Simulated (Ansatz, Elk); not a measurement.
# NaZn2Ga2: X-ray structure factors from the self-consistent density

Structure refinements treat a crystal as free atoms side by side. For a made-up structure of NaZn2Ga2 (cell and positions from a PBE relaxation) the runs below show what the calculated density changes in F(hkl).

Calculated with Elk 11.2.3 (patched build); DFT, PBE, all-electron APW+lo, Dirac cores, scalar-relativistic bands, static density, no spin.

This account leaves out most program logs.

The structure was built from a prototype and need not be the compound's stable phase.

## (1) Starting point

The structure is tetragonal, space group I4/mmm (No. 139). Conventional cell: a = 4.251 Å, b = 4.251 Å, c = 11.032 Å, α = 90.00°, β = 90.00°, γ = 90.00°. Nearest to Ga lie 1 Ga at 2.52 Å and 4 Zn at 2.60 Å and 4 Na at 3.26 Å. Zn has 4 Ga at 2.60 Å and 4 Zn at 3.01 Å and 4 Na at 3.48 Å nearest. Na has 8 Ga at 3.26 Å and 8 Zn at 3.48 Å nearest. Farther neighbours are not listed.

## (2) Ground state and structure factors

An all-electron density is needed, since X-rays see the cores too. Task 0 finds the density and task 195 Fourier-transforms it; tshift is off so that phases refer to the origin typed.

elk.in

```
tasks
  0
  195

xctype
  20

spinpol
  .false.

rgkmax
  7.0

gmaxvr
  14.0

lmaxo
  7

lmaxapw
  8

swidth
  0.002

tshift
  .false.

ramdisk
  .false.

hmaxvr
  5.5

maxscl
  120

epspot
  1e-06

sppath
  './'

avec
  -4.01655436572 4.01655436572 10.42336138396
  4.01655436572 -4.01655436572 10.42336138396
  4.01655436572 4.01655436572 -10.42336138396

atoms
  3
  'Ga.in'
  2
  0.6143641430 0.6143641430 -0.0000000000   0.000000 0.000000 0.000000
  0.3856358570 0.3856358570 -0.0000000000   0.000000 0.000000 0.000000
  'Zn.in'
  2
  0.2500000000 0.7500000000 0.5000000000   0.000000 0.000000 0.000000
  0.7500000000 0.2500000000 0.5000000000   0.000000 0.000000 0.000000
  'Na.in'
  1
  -0.0000000000 -0.0000000000 0.0000000000   0.000000 0.000000 0.000000

ngridk
  7 7 7
```

The run is started by

```console
> OMP_NUM_THREADS=4 elk
```

Wall time 32 s (4 threads of Intel Xeon Platinum 8375C at 2.90GHz (Ice Lake), shared host); peak memory 0.22 GiB.

SFACRHO.OUT:

```text

h k l indices transformed by vhmat matrix:
   1.000000000       0.000000000       0.000000000    
   0.000000000       1.000000000       0.000000000    
   0.000000000       0.000000000       1.000000000    

      h      k      l  multipl.   |H|            Re(F)            Im(F)           |F|

      0      0      0      1   0.0000000       133.00000      0.20746540E-15   133.00000    
      1      1     -1      2  0.60279838      -38.824931     -0.65417535E-14   38.824931    
     -1      0      1      8  0.83822281      -32.497861      0.80287815E-17   32.497861    
      0      0      1      4   1.1061429       10.248942      0.61731672E-14   10.248942    
      2      1     -1      8   1.1955540       36.859688      0.14712261E-16   36.859688    
      2      2     -2      2   1.2055968       8.9128230      0.11941776E-13   8.9128230    
     -1     -1      0      8   1.2597293       64.195634     -0.49995366E-14   64.195634    
     -1      1      1      4   1.5643222       100.47319     -0.65387282E-14   100.47319    
      3      1     -2      8   1.6361588      -81.822574     -0.10943971E-13   81.822574    
      0     -2      0      8   1.6764456      -30.642122      0.25236964E-16   30.642122    
      3      2     -2      8   1.6978848       48.517643      0.16983165E-16   48.517643    
      1     -2      0     16   1.7747455      -26.466809     -0.68732884E-17   26.466809    
     -3     -3      3      2   1.8083951      -53.004054      0.92238877E-13   53.004054    
      2      1     -3     16   1.9688711       30.550596      0.72647928E-17   30.550596    
     -3     -1      1      8   1.9749855       6.8680206     -0.93566598E-14   6.8680206    
      2      4     -3      8   2.1198691       30.289305      0.67950465E-13   30.289305    
      0      0      2      4   2.2122857       85.932604     -0.95407768E-14   85.932604    
     -3     -4      4      8   2.2501129      -6.2849011      0.46598025E-17   6.2849011
```

Elk indexes on the primitive cell of elk.in and gives |H| = 4π sin θ/λ in inverse bohr. Below, one row stands for each form hkl of the conventional cell (m members, Friedel mates merged), F is for one primitive cell and the density is static (no thermal factor). Free-atom factors are Waasmaier and Kirfel's, and R is Σm||F|−|F'||/Σm|F|.

```csv
hkl,m,sin θ/λ (Å⁻¹),"abs F, DFT",neutral atoms,diff.
002,2,0.091,38.825,38.854,-0.029
101,8,0.126,32.498,32.326,+0.172
110,4,0.166,10.249,10.084,+0.165
103,8,0.180,36.860,36.950,-0.090
004,2,0.181,8.913,9.133,-0.220
112,8,0.189,64.196,64.557,-0.361
200,4,0.235,100.473,101.256,-0.783
114,8,0.246,81.823,82.566,-0.744
202,8,0.252,30.642,31.070,-0.428
105,8,0.255,48.518,48.954,-0.436
211,16,0.267,26.467,26.671,-0.204
006,2,0.272,53.004,53.641,-0.636
213,16,0.296,30.551,30.822,-0.272
204,8,0.297,6.868,6.935,-0.067
116,8,0.319,30.289,30.476,-0.187
220,4,0.333,85.933,86.437,-0.504
107,8,0.338,6.285,6.312,-0.027
222,8,0.345,26.637,26.837,-0.200
```

## (3) The highest occupied states alone

An energy window below the Fermi level keeps the highest occupied states, to see at which angles they scatter; shallow core shells can lie inside it and anion s states outside. No new self-consistency is needed.

Edit elk.in of step 2 so:

```diff
@@ -1,3 +1,2 @@
 tasks
-  0
   195
@@ -40,2 +39,5 @@
 
+wsfac
+  -0.298950 0.442040
+
 sppath
```

The run is started by

```console
> OMP_NUM_THREADS=4 elk
```

The job ended after 8.4 s (4 threads; peak memory 0.16 GiB).

States within 12 eV below the Fermi level hold 31.00 electrons; any levels below the window count with the cores. Their amplitudes can exceed the total, where window and core parts have opposite phase:

```csv
hkl,sin θ/λ (Å⁻¹),"abs F, window","abs F, all"
002,0.091,20.252,38.825
101,0.126,1.861,32.498
110,0.166,15.534,10.249
103,0.180,0.474,36.860
004,0.181,15.046,8.913
112,0.189,15.582,64.196
200,0.235,13.350,100.473
114,0.246,12.815,81.823
202,0.252,12.528,30.642
105,0.255,0.133,48.518
```

## (4) Another functional

The difference from free atoms is small, so it is set against the change that LDA (Perdew-Wang) makes.

Edit elk.in of step 3 so:

```diff
@@ -1,2 +1,3 @@
 tasks
+  0
   195
@@ -4,3 +5,3 @@
 xctype
-  20
+  3
 
@@ -39,5 +40,2 @@
 
-wsfac
-  -0.298950 0.442040
-
 sppath
```

The run is started by

```console
> OMP_NUM_THREADS=4 elk
```

The job ended after 22 s (4 threads; peak memory 0.18 GiB).

Against the first run R = 0.05 %; the largest change is -0.080 at 220.

## (5) Basis size

A smaller basis shows how fast F responds to it; the change is likely larger than the basis error of the first run, but doesn't show convergence.

Edit elk.in of step 4 so:

```diff
@@ -5,3 +5,3 @@
 xctype
-  3
+  20
 
@@ -11,3 +11,3 @@
 rgkmax
-  7.0
+  5.5
```

The run is started by

```console
> OMP_NUM_THREADS=4 elk
```

It took 28 s on 4 threads; peak memory 0.21 GiB; 76 s of CPU time.

Against the first run R = 0.03 %; the largest change is +0.077 at 008.

## (6) Settings against the effect

```csv
run,R against the first run (%),"R against neutral atoms, low angle (%)",wall time
"PBE, rgkmax 7",0.00,0.80,32 s
LDA (Perdew-Wang),0.05,0.82,22 s
rgkmax 5.5,0.03,0.78,28 s
```

## (7) Results

* R against neutral atoms, sin θ/λ < 0.3 Å⁻¹: 0.80 %
* R against neutral atoms, 0.3 to 0.79 Å⁻¹: 0.23 %

In words: Independent neutral atoms miss the calculated amplitudes by R = 0.80 % below 0.3 Å⁻¹ and 0.23 % from there to 0.79 Å⁻¹; by shells, 0.43 % below 0.15 Å⁻¹ (2 forms), 0.83 % 0.15 to 0.3 (12 forms), 0.35 % 0.3 to 0.45 (21 forms), 0.20 % above 0.45 (114 forms). Bonding, aspherical density and the tables' own atoms all enter these figures, and the runs don't part them. The largest change of an amplitude is -0.78 electrons, at 200. The window's part falls from 31.0 electrons at the origin to at most 6.13 between 0.45 and 0.79 Å⁻¹, where compact states inside the window still scatter. Below 0.3 Å⁻¹ the changes that finished (LDA (Perdew-Wang) and rgkmax 5.5) move F by R = 0.03 % at most, against the 0.80 % that separates it from free atoms. The k-mesh has no finished test. Part of the difference isn't bonding: the tables are fits to free atoms and ions calculated by other methods than this functional. Thermal motion, anomalous dispersion and extinction are left out.

[Logs are printed without paths, hosts, clocks, repeated set-up lines and the standing remarks that a program may print on its own settings, such as how far it seeks lower states.]

[Hosts, paths, dates, database ids (printed as entryN), source tags and the programs' standing remarks are cut or masked in the printed files.]
